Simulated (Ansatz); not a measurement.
# CsPbCl3 (Pm-3m): band gap by G0W0 on PBE

Aim: the quasiparticle gap of CsPbCl3 (Pm-3m), starting from PBE.

Program: Ansatz 0.2.0. Level of theory: PBE, then G0W0 on it, plane waves, PAW. Results are calculated unless marked as measured.

Most raw output is cut from this account.

In doubt: masses and optical values from hybrid runs of this build are listed as unsure (in some of the runs), which bears on the screening that GW takes from such a start.

## (1) Starting point

It takes space group Pm-3m (No. 221, cubic). The conventional cell has a = 5.605 Å, b = 5.605 Å, c = 5.605 Å, α = 90.00°, β = 90.00°, γ = 90.00°. Nearest to Cs lie 12 Cl at 3.96 Å. Nearest to Pb lie 6 Cl at 2.80 Å. Nearest to Cl lie 2 Pb at 2.80 Å and 4 Cs at 3.96 Å. Farther neighbours and most contacts between anions are not listed.

The cell and positions come from the Crystallography Open Database and are kept as given unless a step says otherwise. Spin-orbit coupling is left out unless a step names it. The default PAW set here is soft_2. Its files were made with PBE.

## (2) The PBE band structure

Levels along a band path and on the mesh show where this functional puts the band edges.

This step: DFT, PBE, plane waves, PAW.

Input file input.yaml:

```yaml
crystal:
  lattice:
    - [5.605, 0.0, 0.0]
    - [0.0, 5.605, 0.0]
    - [0.0, 0.0, 5.605]
  atoms:
    - { symbol: Cs, position: [0.0, 0.0, 0.0] }
    - { symbol: Pb, position: [0.5, 0.5, 0.5] }
    - { symbol: Cl, position: [0.5, 0.5, 0.0] }
    - { symbol: Cl, position: [0.0, 0.5, 0.5] }
    - { symbol: Cl, position: [0.5, 0.0, 0.5] }
kpoints:
  mp_grid: { grid: [4, 4, 4] }
  band_path:
    path:
      - [[0.0, 0.0, 0.0], [0.0, 0.5, 0.0], [0.5, 0.5, 0.0], [0.0, 0.0, 0.0], [0.5, 0.5, 0.5], [0.0, 0.5, 0.0]]
      - [[0.5, 0.5, 0.5], [0.5, 0.5, 0.0]]
    npoints: 10
hamiltonian:
  xc: pbe
scf:
  occupations: { method: fermi_dirac, width: 0.02 }
  n_extra_bands: 5
output:
  forces: true
  stress: true
  eigenvalues: true
  write_density: true
  write_potential: true
  elf: true
  volumetric_format: npy
```

Run with:

```console
> ansatz run input.yaml --threads 3 --pin off --max-ram 64512MiB --backend cuda --events-out ev --progress --plain --runs-dir out --devices 1 --max-vram 24GiB  # rebuilt from the run's record
```

Wall time 2.9 s (1 × NVIDIA H100 80GB HBM3 (shared by 3 runs) with 3 threads of AMD EPYC 7R13 (Zen 3), shared host); peak memory 1 GiB.

Numbers from this step:

```yaml
pressure: 1.857 GPa
filled_bands: 22
gap: 1.926 eV
valence_top_at: R
conduction_bottom_at: R
least_direct_gap: 1.926 eV
```

Over mesh and path the gap is 1.926 eV, direct, at k = (0.500, 0.500, 0.500).

The electronic bands at the labelled points (eV, zero at the top of the highest nominally filled band):

| point | band 19 | band 20 | band 21 | band 22 | band 23 | band 24 | band 25 | band 26 |
| --- | --- | --- | --- | --- | --- | --- | --- | --- |
| Γ | -2.65 | -2.54 | -2.54 | -2.54 | 3.34 | 4.27 | 4.27 | 5.18 |
| halfway | -2.70 | -2.60 | -2.60 | -2.44 | 3.84 | 4.62 | 4.67 | 4.82 |
| X | -2.75 | -2.65 | -2.65 | -1.70 | 3.02 | 4.67 | 5.18 | 5.32 |
| halfway | -2.74 | -2.66 | -2.41 | -1.46 | 2.76 | 4.07 | 5.10 | 5.15 |
| M | -2.84 | -2.77 | -2.23 | -0.82 | 2.51 | 2.51 | 4.91 | 5.37 |
| halfway | -2.67 | -2.64 | -2.44 | -2.27 | 4.08 | 4.24 | 4.62 | 5.03 |
| Γ | -2.65 | -2.54 | -2.54 | -2.54 | 3.34 | 4.27 | 4.27 | 5.18 |
| halfway | -2.46 | -2.46 | -2.45 | -2.11 | 3.90 | 3.90 | 3.98 | 4.87 |
| R | -2.22 | -2.22 | -2.22 | 0.00 | 1.93 | 1.93 | 1.93 | 5.09 |
| halfway | -2.50 | -2.47 | -2.37 | -1.26 | 2.48 | 3.67 | 3.82 | 5.19 |
| X | -2.75 | -2.65 | -2.65 | -1.70 | 3.02 | 4.67 | 5.18 | 5.32 |
| jump to R | -2.22 | -2.22 | -2.22 | 0.00 | 1.93 | 1.93 | 1.93 | 5.09 |
| halfway | -2.45 | -2.45 | -2.23 | -0.62 | 2.22 | 2.22 | 3.49 | 5.45 |
| M | -2.84 | -2.77 | -2.23 | -0.82 | 2.51 | 2.51 | 4.91 | 5.37 |

ELF in the ac plane at fractional y = 0.500, with atoms of Pb and Cl within 0.2 Å of it. It is the smooth field of the valence electrons, not physical close to the nuclei.

Ten even steps from '0' (0.00) to '9' (0.88), each cell a mean:
```
0003799768985100
0001589999973000
2100157887631001
6520012333200135
9852012332210378
9984134444422699
8995244112423798
4896243001433896
6896243001433897
9995134334422799
9973123444311589
7631011222100157
3200135665420013
0000379999852000
0002699889985100
0003799648996200
```
Columns run along a (5.6 Å), rows up along c (5.6 Å). Atoms in or near the plane, at fractional coordinates: Pb at (0.50, 0.50), Cl at (0.50, 0.00), Cl at (0.00, 0.50).

Valence density in the ac plane at fractional y = 0.500, with atoms of Pb and Cl within 0.2 Å of it. It is the smooth field of the valence electrons, not physical close to the nuclei.

Values in e/Å³, 16 rows by 16 columns, each cell a mean:
```
0.0 0.0 0.0 0.0 0.1 0.5 1.4 1.5 1.1 1.6 1.0 0.3 0.1 0.0 0.0 0.0
0.0 0.0 0.0 0.0 0.1 0.3 0.8 1.4 1.5 1.2 0.6 0.2 0.1 0.0 0.0 0.0
0.0 0.0 0.0 0.0 0.1 0.2 0.4 0.6 0.7 0.5 0.2 0.1 0.0 0.0 0.0 0.0
0.1 0.1 0.1 0.0 0.0 0.1 0.2 0.3 0.3 0.2 0.1 0.1 0.0 0.0 0.1 0.1
0.3 0.3 0.1 0.1 0.1 0.1 0.2 0.4 0.4 0.3 0.2 0.1 0.1 0.1 0.2 0.3
1.1 0.8 0.4 0.2 0.1 0.3 0.7 1.4 1.7 1.1 0.5 0.2 0.1 0.2 0.6 1.0
1.6 1.5 0.8 0.3 0.2 0.5 2.0 4.3 5.1 3.3 1.1 0.3 0.2 0.5 1.2 1.6
0.5 1.5 1.1 0.4 0.3 0.8 3.0 7.0 8.5 5.1 1.7 0.4 0.3 0.7 1.5 1.1
1.1 1.6 1.0 0.4 0.3 0.7 2.5 5.8 7.0 4.3 1.4 0.4 0.3 0.6 1.4 1.5
1.5 1.2 0.6 0.2 0.2 0.4 1.2 2.5 3.0 2.0 0.7 0.2 0.2 0.4 0.8 1.4
0.6 0.4 0.2 0.1 0.1 0.2 0.4 0.7 0.8 0.5 0.3 0.1 0.1 0.2 0.3 0.5
0.2 0.1 0.1 0.0 0.0 0.1 0.2 0.3 0.3 0.2 0.1 0.1 0.0 0.1 0.1 0.1
0.0 0.0 0.0 0.0 0.0 0.1 0.2 0.4 0.4 0.3 0.2 0.1 0.0 0.0 0.0 0.0
0.0 0.0 0.0 0.0 0.1 0.2 0.6 1.0 1.1 0.8 0.4 0.1 0.1 0.0 0.0 0.0
0.0 0.0 0.0 0.0 0.1 0.4 1.2 1.6 1.5 1.5 0.8 0.3 0.1 0.0 0.0 0.0
0.0 0.0 0.0 0.0 0.2 0.6 1.5 1.1 0.5 1.6 1.1 0.3 0.1 0.0 0.0 0.0
```
Columns run along a (5.6 Å), rows up along c (5.6 Å). Atoms in or near the plane, at fractional coordinates: Pb at (0.50, 0.50), Cl at (0.50, 0.00), Cl at (0.00, 0.50).

## (3) One-shot GW

G0W0 replaces the xc potential by a self-energy built once from the orbitals of the start. Levels are corrected in the window of bands that the input names, at points of the mesh.

This step: G0W0 on PBE, plane waves, PAW.

input.yaml, the sections that differ from step 2:

```yaml
kpoints:
  mp_grid: { grid: [4, 4, 4] }
scf:
  occupations: { method: fixed }
gw:
  n_empty_bands: 965
  ecut_chi: 180.0
  qp_bands: [v2, c2]
  qp_kpoints: band_edges
  screening: { model: contour_deformation }
# crystal, hamiltonian: as in step 2
# output: removed
```

Elapsed: 20 s, on 1 × NVIDIA H100 80GB HBM3 (shared by 3 runs) with 3 threads; peak memory 3.5 GiB; 35 s of CPU time.

Numbers from this step:

* bands summed: 987
* RPA ε∞ on this mesh (eigenvalues): 4.345, 4.345, 4.345
* plane waves in the screening matrix: 949
* q-points in the mesh: 64
* G0W0 gap over the corrected points: 3.259 eV
* k of the valence top: -0.5, -0.5, -0.5
* k of the conduction bottom: -0.5, -0.5, -0.5
* starting gap on the mesh: 1.926 eV
* Z at the valence top: 0.7751
* Z at the conduction bottom: 0.8043
* least direct G0W0 gap over the corrected points: 3.259 eV

Over 3 of 10 irreducible mesh points the G0W0 gap is 3.259 eV, direct, at k = (-0.500, -0.500, -0.500). The PBE gap of this run on the mesh is 1.926 eV. The two states that bound the G0W0 gap lie that far apart at the start, so the correction of the gap is 3.259 − 1.926 = +1.333 eV.

Labels follow the order of the start: v1 is the top filled band, c1 the lowest empty one; levels that stay degenerate share a row, the window can cut a multiplet, doubted levels are not marked in this list, bands outside the window were not corrected, and the list may be a part of the corrected levels. Levels before and after the correction, in eV, zero at the valence-band top of each column:

|  | conduction bottom | valence top |
| --- | --- | --- |
| Kohn-Sham | 1.93 | 0.00 |
| G0W0 | 3.26 | 0.00 |

|  | level | occupation | energy (eV) |
| --- | --- | --- | --- |
| Kohn-Sham | (-0.5 -0.5 -0.5) v2 | 2 | -2.224 |
| Kohn-Sham | (-0.5 -0.5 -0.5) v1 | 2 | 0.000 |
| Kohn-Sham | (-0.5 -0.5 -0.5) c1-c2 | 0 | 1.926 |
| G0W0 | (-0.5 -0.5 -0.5) v2 | 2 | -2.671 |
| G0W0 | (-0.5 -0.5 -0.5) v1 | 2 | 0.000 |
| G0W0 | (-0.5 -0.5 -0.5) c1-c2 | 0 | 3.259 |

The parts of the quasiparticle energy for the two states that bound the G0W0 gap, in eV on the run's own scale (QP = start + Σx + Σc − Vxc, with Σc at the quasiparticle energy):

| edge | k | band | start | Σx | Σc | Vxc | Z | QP |
| --- | --- | --- | --- | --- | --- | --- | --- | --- |
| valence top | (-0.500, -0.500, -0.500) | 22 | 4.122 | −20.399 | 0.696 | −18.747 | 0.775 | 3.166 |
| conduction bottom | (-0.500, -0.500, -0.500) | 23 | 6.048 | −7.899 | −3.404 | −11.679 | 0.804 | 6.425 |

## (4) Spin-orbit coupling

This run has two-component orbitals with spin-orbit coupling.

This step: DFT, PBE with spin-orbit coupling, plane waves, PAW.

input.yaml, the sections that differ from step 3:

```yaml
kpoints:
  mp_grid: { grid: [4, 4, 4] }
  band_path:
    path: [[0.0, 0.0, 0.0], [0.0, 0.5, 0.0], [0.5, 0.5, 0.0], [0.5, 0.5, 0.5]]
    npoints: 1
scf:
  occupations: { method: fixed }
  n_extra_bands: 10
magnetization:
  noncollinear: true
  spin_orbit: true
output:
  forces: true
  stress: true
  eigenvalues: true
# crystal, hamiltonian: as in step 3
# gw: removed
```

Wall time 3.8 s (1 × NVIDIA H100 80GB HBM3 (shared by 3 runs) with 3 threads); peak memory 1.1 GiB; 6.4 s of CPU time.

Numbers from this step:

| Property | Result |
| --- | --- |
| pressure | 1.753 GPa |
| gap | 0.6955 eV |
| valence top at | R |
| conduction bottom at | R |
| least direct gap | 0.6955 eV |

Over mesh and listed points the gap is 0.695 eV, direct, at k = (0.500, 0.500, 0.500). PBE+SOC against PBE: 0.695 − 1.926 = −1.231 eV, with the same mesh, set of files (read in its fully relativistic form for the spin-orbit run) and cutoff, and both edges at the same k points. The spin-orbit run sees mesh and listed points alone, so its gap is an upper bound: the coupling can move an edge off these points, and the change over the zone, its sign included where it is small, is not known.

## (5) Side by side

Each gap is the least one over the points named; times are wall times on shared hosts, not benchmarks. A G0W0 time includes the run's own self-consistent start. Runs with listed points see these and the mesh alone, so an edge that moves elsewhere is missed. Rows marked * are further runs, not shown as steps, whose inputs differ from the G0W0 step on the same start in the columns given; solver thresholds can differ too. Symmetry makes (0.500, 0.500, 0.500) and (-0.500, -0.500, -0.500) one point.

| level | mesh | files, cutoff | bands summed, screening | points | gap (eV) | valence top | conduction bottom | least direct gap (eV) | time |
| --- | --- | --- | --- | --- | --- | --- | --- | --- | --- |
| PBE | 4×4×4 | soft_2 PAW, 420 eV | - | mesh and path | 1.926 | (0.500, 0.500, 0.500) | (0.500, 0.500, 0.500) | 1.926 | 2.9 s |
| PBE+SOC | 4×4×4 | soft_2 PAW, 420 eV | - | mesh and listed points | 0.695 | (0.500, 0.500, 0.500) | (0.500, 0.500, 0.500) | 0.695 | 3.8 s |
| G0W0@PBE* | 4×4×4 | soft_2 PAW, 420 eV | 363, 90 eV | 3 of 10 irreducible mesh points | 3.022 | (-0.500, -0.500, -0.500) | (-0.500, -0.500, -0.500) | 3.022 | 6.8 s |
| G0W0@PBE | 4×4×4 | soft_2 PAW, 420 eV | 987, 180 eV | 3 of 10 irreducible mesh points | 3.259 | (-0.500, -0.500, -0.500) | (-0.500, -0.500, -0.500) | 3.259 | 20 s |
| G0W0@PBE* | 4×4×4 | soft_2 PAW, 420 eV | 987, 180 eV, plasmon pole | 3 of 10 irreducible mesh points | 3.182 | (-0.500, -0.500, -0.500) | (-0.500, -0.500, -0.500) | 3.182 | 21 s |

## (6) What came out

| Property | Result |
| --- | --- |
| PBE gap over mesh and path | 1.926 eV, direct, at k = (0.500, 0.500, 0.500) |
| G0W0@PBE gap over 3 of 10 irreducible mesh points | 3.259 eV, direct, at k = (-0.500, -0.500, -0.500) |
| PBE+SOC gap over mesh and listed points | 0.695 eV |
| GW settings | 4×4×4 mesh, 965 empty bands, screening to 180 eV |
| known limits | finite bands, screening cutoff and k mesh; no spin-orbit coupling in G0W0 |

In words: Over 3 of 10 irreducible mesh points the G0W0 gap is 3.259 eV, direct, at k = (-0.500, -0.500, -0.500). The PBE gap of this run on the mesh is 1.926 eV. The two states that bound the G0W0 gap lie that far apart at the start, so the correction of the gap is 3.259 − 1.926 = +1.333 eV. The valence state moves by 3.166 − 4.122 = −0.956 eV and the conduction state by 6.425 − 6.048 = +0.377 eV, on the run's own scale; with 363 bands the edge states move by −0.542 and +0.554 eV, so the split between the edges depends on the bands and cutoff. Both edges that PBE shows over mesh and path lie at k points where levels were corrected. Levels at other points were not corrected, so a lower G0W0 gap elsewhere in the zone is not ruled out. From 363 bands and 90 eV to 987 bands and 180 eV the gap moves by 3.259 − 3.022 = +0.237 eV; bands and screening cutoff rise together, so their parts are not told apart. Two runs can't test a law of convergence, so the limit is not known. With the plasmon pole model in place of the contour deformation model and all else as in the G0W0@PBE row with 987 bands, the gap differs by 3.182 − 3.259 = −0.077 eV. G0W0 on other starts in this series, not shown as steps and not all at these settings: 3.689 eV on HSE06 (4×4×4, soft_2 PAW, 987 bands, 180 eV) and 3.897 eV on PBE0 (4×4×4, soft_2 PAW, 987 bands, 180 eV). PBE+SOC against PBE: 0.695 − 1.926 = −1.231 eV, with the same mesh, set of files (read in its fully relativistic form for the spin-orbit run) and cutoff, and both edges at the same k points. The spin-orbit run sees mesh and listed points alone, so its gap is an upper bound: the coupling can move an edge off these points, and the change over the zone, its sign included where it is small, is not known. What spin-orbit coupling does to the G0W0 levels was not computed, so no sum with the G0W0 gap is formed. The G0W0 runs are scalar-relativistic. This is the ideal cubic cell; tilts or off-centring, which many perovskites show locally, are not in it. No pair of G0W0 runs that differ in the mesh alone is shown (4×4×4 is a supercell whose nearest images lie 22 Å apart), so the error from the mesh is not known here. G0W0 is shown with one set of atomic data (soft_2 PAW), so the error from the files is not known here.

[Paths, hosts, dates, memory and timing lines, banners, echoed tables and standing remarks are left out of the program output.]

[Logs are printed without paths, hosts, clocks, repeated set-up lines and the standing remarks that a program may print on its own settings, such as how far it seeks lower states.]

[Runs of the session that timed out or met a known fault of the program may be left out.]

[Cells called generated may have been cut or substituted from an entry of the Crystallography Open Database or the Materials Project.]

[Hosts, paths, dates, database ids (printed as entryN), source tags and the programs' standing remarks are cut or masked in the printed files.]

[Where an RPA ε∞ is given, it is that of the G0W0 mesh and is not shown converged in it. Names of k-points follow the symmetry that the program found, which can be lower than the space group named. Band edges on a path are those of the sampled points; other points can move an edge, and change direct to indirect where valleys lie close.]

[Hybrid gaps are those of their k-mesh and are not shown converged in it.]
